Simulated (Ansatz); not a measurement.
## 1T-IrSeTe monolayer in a perpendicular field

Wanted: the out-of-plane response of the 1T-IrSeTe monolayer. A positive field points along +c.

Program: Ansatz 0.2.0. Level of theory: plane-wave DFT, PBE-D3(BJ), Ansatz PAW (set soft_1); PAW set soft_1. Results are calculated unless marked as measured.

Report form: the programs' logs are mostly left out.

**1. The starting structure**

The cell holds 3 atoms: 1 Te, 1 Ir and 1 Se. Cell: a = 3.685 Å, b = 3.685 Å, c = 36.803 Å, α = 90.0°, β = 90.0°, γ = 120.0°. Vacuum lies along c.

**2. Relaxation**

The starting cell is a guess, so the in-plane lattice and the atoms are relaxed first, with the slab cut off from its images along the normal.

input.yaml

```yaml
crystal:
  lattice:
    - [3.685307, 0.0, 0.0]
    - [-1.8426535, 3.1915694827, 0.0]
    - [0.0, 0.0, 36.8028290176]
  atoms:
    - { symbol: Te, position: [0.6666666667, 0.3333333333, 0.4605624201] }
    - { symbol: Ir, position: [0.0, 0.0, 0.5043453142], spin: 1.0 }
    - { symbol: Se, position: [0.3333333333, 0.6666666667, 0.5394375799] }
  periodic: [true, true, false]
magnetization:
  spin_polarized: true
kpoints:
  mp_grid: { grid: [12, 12, 1] }
hamiltonian:
  xc: pbe
  dispersion: d3bj
  pseudopotentials: { kind: paw, azcp: { folder: soft_1 } }
scf:
  occupations: { method: fermi_dirac, width: 0.05 }
  convergence: { dr2_threshold: 1.0e-09 }
relax:
  f_tol: 0.004
  max_steps: 90
  cell: {}
output:
  write_potential: true
  write_density: true
  volumetric_format: npy
```

Command:

```bash
> ansatz run input.yaml --threads 4 --pin off --max-ram 6144MiB --backend cpu --events-out ev --progress --plain --runs-dir out
```

It took 1.8 min on 4 threads of Arm Neoverse V1, shared host; peak memory 1 GiB.

Relaxation path:

```csv
step,energy less that of the first step (eV),largest force component (eV/Å),volume (Å³)
1,0.0000,0.3854,432.87
2,-0.0106,0.0981,439.38
3,-0.0110,0.0794,439.93
4,-0.0114,0.0188,440.30
5,-0.0115,0.0077,441.07
6,-0.0115,0.0003,441.96
7*,-0.0119,0.0004,441.96
```

Relaxation steps marked * repeat the geometry before them on a plane-wave basis chosen anew for their cell, so energy and pressure can jump there.

The run keeps the 6 symmetry operations that it works with, so distortions that break them were not tested.

```csv
cell as run,before,after,change
a (Å),3.685,3.724,+1.0 %
b (Å),3.685,3.724,+1.0 %
```

The atoms that moved most (Å, along periodic axes as changes of fractional coordinates times the final cell, across vacuum about the mean position):

```csv
atom,dx,dy,dz,length
Se3,0.000,0.000,-0.041,0.041
Ir2,0.000,0.000,0.022,0.022
Te1,0.000,0.000,0.019,0.019
```

Final coordinates:

```xyz
3
Lattice="3.7238 0.0000 0.0000 -1.8619 3.2249 0.0000 0.0000 0.0000 36.8028" Properties=species:S:1:pos:R:3
Te    1.8619    1.0750   16.9689
Ir    0.0000    0.0000   18.5830
Se    0.0000    2.1499   19.8122
```

Numbers from this step:

```yaml
energy_at_zero_smearing: -24387.3863 eV
```

The lattice constant a goes from 3.685 to 3.724 Å.

**3. Atoms held, field 0**

A sawtooth potential applies the field, turning back in the middle of the vacuum. With the dipole correction the typed value is the field outside the slab. The induced dipole is small, so the SCF threshold is tight.

The cell differs from the one that the last finished run ended in (c 36.803 → 20.843 Å).

input.yaml

```yaml
crystal:
  lattice:
    - [3.7237783661, 0.0, 0.0]
    - [-1.861889183, 3.2248866631, 0.0]
    - [0.0, 0.0, 20.8433219302]
  atoms:
    - { symbol: Te, position: [0.6666666667, 0.3333333333, 0.4317929757] }
    - { symbol: Ir, position: [0.0, 0.0, 0.5092331803] }
    - { symbol: Se, position: [0.3333333333, 0.6666666667, 0.5682070243] }
kpoints:
  mp_grid: { grid: [18, 18, 1] }
  band_path:
    path: [[0, 0, 0], [0.5, 0, 0], [0.33333333, 0.33333333, 0], [0, 0, 0]]
    npoints: 16
hamiltonian:
  xc: pbe
  dispersion: d3bj
  pseudopotentials: { kind: paw, azcp: { folder: soft_1 } }
scf:
  occupations: { method: fermi_dirac, width: 0.02585 }
  convergence: { dr2_threshold: 1.0e-10 }
efield:
  axis: 3
  dipole_correction: true
  ramp_position: 0.97
  ramp_width: 0.06
  amplitude: 0
output:
  dos: { projected: true, e_range: [-6, 5] }
  write_potential: true
  write_density: true
  volumetric_format: npy
  elf: true
```

Wall time 14 s (4 threads); peak memory 0.71 GiB.

Numbers from this step:

- energy at zero smearing: -24387.3929 eV
- work function, upper face: 4.917 eV
- work function, lower face: 4.722 eV
- dipole along the normal: -0.01297 e·Å
- step between the vacuum levels: 0.1955 eV

Running mean over a fixed 2.8 Å (it still follows the layers) of the planar mean; the ramp of the sawtooth is left out. The electron's electrostatic potential energy less the Fermi level by z:

z (Å), electron's electrostatic potential energy less the Fermi level (eV) and a bar from the least value:
```
      3.0       4.72 ##############################
      3.5       4.72 ##############################
      4.0       4.72 ##############################
      4.5       4.72 ##############################
      5.0       4.72 ##############################
      5.5       4.70 ##############################
      6.0       4.63 #############################
      6.5       4.36 #############################
      7.0       3.30 ##########################
      7.5       1.37 ######################
      8.0      -0.59 ##################
      8.5      -2.67 #############
      9.0      -4.98 ########
      9.5      -7.48 ##
     10.0      -8.53 
     10.5      -8.20 #
     11.0      -7.33 ###
     11.5      -5.90 ######
     12.0      -3.21 ############
     12.5      -0.24 ##################
     13.0       1.94 #######################
     13.5       3.29 ##########################
     14.0       4.39 #############################
     14.5       4.80 ##############################
     15.0       4.89 ##############################
     15.5       4.91 ##############################
     16.0       4.92 ##############################
     16.5       4.92 ##############################
     17.0       4.92 ##############################
     17.5       4.92 ##############################
```

The density of states has structure finer than the step of the table below, so its rows give means over 0.25 eV, whole bins alone (the curve runs from -6 to 1.99 eV). Peaks (eV: height): -4.900: 7.63, -4.680: 8.08, -4.400: 8.64, -3.850: 14.0, -1.810: 6.81, -1.530: 8.04, 0.180: 7.33.

Density of states against energy, zero at the Fermi level; means over each step:

energy (eV), density of states (states/eV a cell) and a bar:
```
    -5.75        1.5 ########
    -5.50        1.2 ######
    -5.25        2.8 ##############
    -5.00        3.0 ###############
    -4.75        5.9 ##############################
    -4.50        4.8 ########################
    -4.25        2.2 ###########
    -4.00        2.5 #############
    -3.75        3.4 #################
    -3.50        0.9 ####
    -3.25        2.7 ##############
    -3.00        1.8 #########
    -2.75        2.6 #############
    -2.50        2.9 ###############
    -2.25        2.3 ############
    -2.00        2.8 ##############
    -1.75        2.5 #############
    -1.50        4.2 #####################
    -1.25        3.1 ################
    -1.00        3.3 #################
    -0.75        2.0 ##########
    -0.50        2.4 ############
    -0.25        2.9 ###############
     0.00        2.2 ###########
     0.25        2.8 ##############
     0.50        0.0 
     0.75        0.0 
     1.00        0.0 
     1.25        1.2 ######
     1.50        1.8 #########
     1.75        2.5 #############
```

Projected DOS per atom over height of the atomic layer and energy from the Fermi level. Layers: Te Ir Se from below.

Values in states/eV, 22 rows by 3 columns, each cell a mean:
```
0.54 0.78 0.57
0.42 0.72 0.52
0.09 0.17 0.11
0.00 0.00 0.00
0.35 0.33 0.41
0.90 0.87 0.78
0.69 1.48 0.61
0.53 1.11 0.59
0.83 1.85 0.77
0.45 2.74 0.52
0.77 1.73 0.21
0.91 0.96 0.51
0.83 1.63 0.42
0.58 1.07 0.35
0.51 1.04 0.69
0.55 0.64 0.31
0.77 1.38 1.00
0.61 1.93 1.30
1.35 2.28 1.80
0.72 1.02 0.93
0.36 0.55 0.62
0.43 0.54 0.54
```
Columns: height of the atomic layer (Å) from 9 to 11.8 (not evenly spaced); rows upwards: energy from the Fermi level (eV) from -5.96 to 1.96.

Electronic bands along the path, in eV, zero at the Fermi level:

```csv
point,band 22,band 23,band 24,band 25,band 26,band 27,band 28,band 29
Γ,-1.85,-0.52,0.16,0.16,3.28,3.28,3.74,4.53
halfway,-2.01,-0.99,-0.09,-0.04,1.54,2.70,4.87,5.02
M,-1.94,-1.54,-1.35,-1.26,2.47,2.80,4.05,5.25
halfway,-2.50,-1.56,-1.16,-0.50,1.61,2.58,4.66,6.43
K,-3.13,-1.68,-0.82,-0.39,1.16,2.46,4.88,6.86
halfway,-1.83,-1.17,-0.51,0.17,1.62,2.07,5.27,5.55
Γ,-1.85,-0.52,0.16,0.16,3.28,3.28,3.74,4.53
```

Electrostatic potential energy in the ca plane at fractional y = 0.000, with atoms of Ir within 0.2 Å of it. With pseudopotentials it is smooth inside the atoms' cores, unlike the true potential.

Values in eV, 6 rows by 16 columns, each cell a mean:
```
  5   5   5   5   4   3 -10 -39 -17   4   5   5   5   5   5   5
  5   5   5   5   4   0  -2 -12  -3   3   5   5   5   5   5   5
  5   5   5   5   3  -5  -4   1  -2   0   4   5   5   5   5   5
  5   5   5   5   3  -4  -3   0  -2   1   4   5   5   5   5   5
  5   5   5   5   4   1  -3 -24  -6   3   5   5   5   5   5   5
  5   5   5   5   4   3 -12 -39 -20   4   5   5   5   5   5   5
```
Columns run along c (16.0 Å, from fractional 0.15 to 0.92 of the cell; values clipped at the 3rd and 97th percentile), rows up along a (3.7 Å). Atoms in or near the plane, at fractional coordinates: Ir at (0.51, 0.00).

ELF in the ca plane at fractional y = 0.000, with atoms of Ir within 0.2 Å of it. It is the smooth field of the valence electrons, not physical close to the nuclei.

Values, 6 rows by 16 columns, each cell a mean:
```
0.00 0.00 0.00 0.01 0.03 0.15 0.35 0.54 0.39 0.14 0.01 0.00 0.00 0.00 0.00 0.00
0.00 0.00 0.00 0.04 0.26 0.46 0.42 0.34 0.39 0.34 0.09 0.01 0.00 0.00 0.00 0.00
0.00 0.00 0.01 0.11 0.55 0.61 0.46 0.23 0.53 0.61 0.28 0.02 0.00 0.00 0.00 0.00
0.00 0.00 0.00 0.09 0.49 0.59 0.47 0.25 0.51 0.56 0.22 0.02 0.00 0.00 0.00 0.00
0.00 0.00 0.00 0.02 0.15 0.35 0.37 0.42 0.34 0.24 0.05 0.00 0.00 0.00 0.00 0.00
0.00 0.00 0.00 0.00 0.02 0.11 0.37 0.53 0.45 0.14 0.01 0.00 0.00 0.00 0.00 0.00
```
Columns run along c (16.0 Å, from fractional 0.15 to 0.92 of the cell), rows up along a (3.7 Å). Atoms in or near the plane, at fractional coordinates: Ir at (0.51, 0.00).

Valence density in the ca plane at fractional y = 0.000, with atoms of Ir within 0.2 Å of it. It is the smooth field of the valence electrons, not physical close to the nuclei.

Values in e/Å³, 6 rows by 16 columns, each cell a mean:
```
0.0 0.0 0.0 0.0 0.0 0.0 0.0 0.2 4.0 4.0 0.2 0.0 0.0 0.0 0.0 0.0
0.0 0.0 0.0 0.0 0.0 0.0 0.1 0.3 0.7 0.7 0.2 0.0 0.0 0.0 0.0 0.0
0.0 0.0 0.0 0.0 0.0 0.0 0.2 0.4 0.2 0.3 0.3 0.1 0.0 0.0 0.0 0.0
0.0 0.0 0.0 0.0 0.0 0.0 0.2 0.3 0.3 0.3 0.3 0.1 0.0 0.0 0.0 0.0
0.0 0.0 0.0 0.0 0.0 0.0 0.1 0.2 1.3 1.3 0.2 0.0 0.0 0.0 0.0 0.0
0.0 0.0 0.0 0.0 0.0 0.0 0.0 0.2 5.2 5.1 0.2 0.0 0.0 0.0 0.0 0.0
```
Columns run along c (16.0 Å, from fractional 0.09 to 0.85 of the cell), rows up along a (3.7 Å). Atoms in or near the plane, at fractional coordinates: Ir at (0.51, 0.00).

The work function of the upper face is 4.92 eV.

**4. Atoms held, field 0.1 V/Å**

input.yaml, as its differences from that of step 3:

```diff
@@ -24,7 +24,6 @@
   dipole_correction: true
-  ramp_position: 0.97
-  ramp_width: 0.06
-  amplitude: 0
+  ramp_position: 0.9472
+  ramp_width: 0.0969
+  amplitude: 0.1
 output:
-  dos: { projected: true, e_range: [-6, 5] }
   write_potential: true
@@ -32,2 +31 @@
   volumetric_format: npy
-  elf: true
```

It took 13 s on 4 threads; peak memory 0.68 GiB.

The dipole is 0.0226 e·Å, 0.0356 e·Å from its value without field.

**5. Single point, field -0.1 V/Å**

input.yaml, as its differences from that of step 4:

```diff
@@ -26,3 +26,3 @@
   ramp_width: 0.0969
-  amplitude: 0.1
+  amplitude: -0.1
 output:
```

It took 13 s on 4 threads; peak memory 0.68 GiB; 52 s of CPU time.

The dipole is -0.0485 e·Å, -0.0355 e·Å from its value without field.

**6. Response, atoms held**

This step: plane-wave DFT, PBE-D3(BJ), Ansatz PAW (set soft_1); response to a field along the normal, atoms held; PAW set soft_1 (Ansatz 0.2.0).

The dipoles give the slope, and the difference of two potentials shows where the field is screened.

This step gave:

```
equivalent conductor thickness p/(ε₀AE) : 5.355 Å
distance between the outer atoms        : 2.843 Å
```

Dipole of the cell against applied field:

```csv
applied field (V/Å),dipole of the cell (e·Å)
-0.1000,-0.0485
0.0000,-0.0130
0.1000,0.0226
```

Local field over the applied field, running mean. From the potentials at -0.1 and 0.1 V/Å; running mean over 2.5 Å. Table of local field over applied field by z:

```csv
z (Å),local field over applied field
4.05,0.998
4.49,0.996
4.92,0.990
5.36,0.978
5.79,0.952
6.22,0.899
6.66,0.807
7.09,0.679
7.53,0.533
7.96,0.382
8.40,0.238
8.83,0.124
9.26,0.0556
9.70,0.0250
10.13,0.0129
10.71,0.0251
11.15,0.0508
11.58,0.100
12.01,0.193
12.45,0.322
12.88,0.470
13.32,0.621
13.75,0.765
14.19,0.877
14.62,0.943
15.05,0.975
15.49,0.990
15.92,0.996
16.36,0.998
16.79,0.999
```

Electrons, planar mean, per unit field. The induced electron density by z:

```csv
z (Å),induced electron density (e/Å³ per V/Å)
4.5,1.9e-5
5.0,5.3e-5
5.5,1.4e-4
6.0,3.6e-4
6.5,8.4e-4
7.0,0.00182
7.5,0.00305
8.0,0.00276
8.5,9.8e-4
9.0,0.00105
9.5,2.8e-4
10.0,-5.6e-4
10.5,-1.7e-4
11.0,1.5e-4
11.5,-5.0e-4
12.0,-6.2e-4
12.5,-0.00260
13.0,-0.00352
13.5,-0.00208
14.0,-9.0e-4
14.5,-3.5e-4
15.0,-1.3e-4
15.5,-4.4e-5
16.0,-1.5e-5
16.5,-4.9e-6
```

By hand: between -0.1 and 0.1 V/Å the dipole changes by 0.07108 e·Å, a slope of 0.3554 e·Å²/V. A perfect conductor of thickness t has p = ε₀AEt, so t = 180.95 × 0.3554 / 12.009 = 5.35 Å (e/ε₀ = 180.95 V·Å, A in Å²).

The induced dipole is that of a conductor 5.35 Å thick.

**7. Results**

```json
{
  "gap without field": "none",
  "work function, upper face": "4.92 eV",
  "step between the vacuum levels": "0.195 eV",
  "equivalent conductor thickness, atoms held": "5.35 Å"
}
```

**Reading.** The induced dipole equals that of a perfect conductor 5.35 Å thick, while the outer atoms lie 2.84 Å apart. The two faces differ: the vacuum level above lies 0.20 eV higher than the one below. There is no gap over 0.03 eV, with or without the field. The first relaxation ran with spin and lost its moment, and the later runs have none; other magnetic states were not tried. Spin-orbit coupling is left out, which matters for the bands of elements this heavy.

[Logs are printed without paths, hosts, clocks, repeated set-up lines and the standing remarks that a program may print on its own settings, such as how far it seeks lower states.]

[Hosts, paths, dates, database ids (printed as entryN), source tags and the programs' standing remarks are cut or masked in the printed files.]

[Maps of the electrostatic potential energy from Ansatz leave out the sawtooth potential of an applied field or a dipole correction, so their vacuum need not be flat; planar profiles and work functions include it.]

[The density of states shown here was stored with 400 of the rows of the run's finer table, so its peaks can read low, often by over a quarter, or be missed, and its means over a window can be off by a tenth or more.]
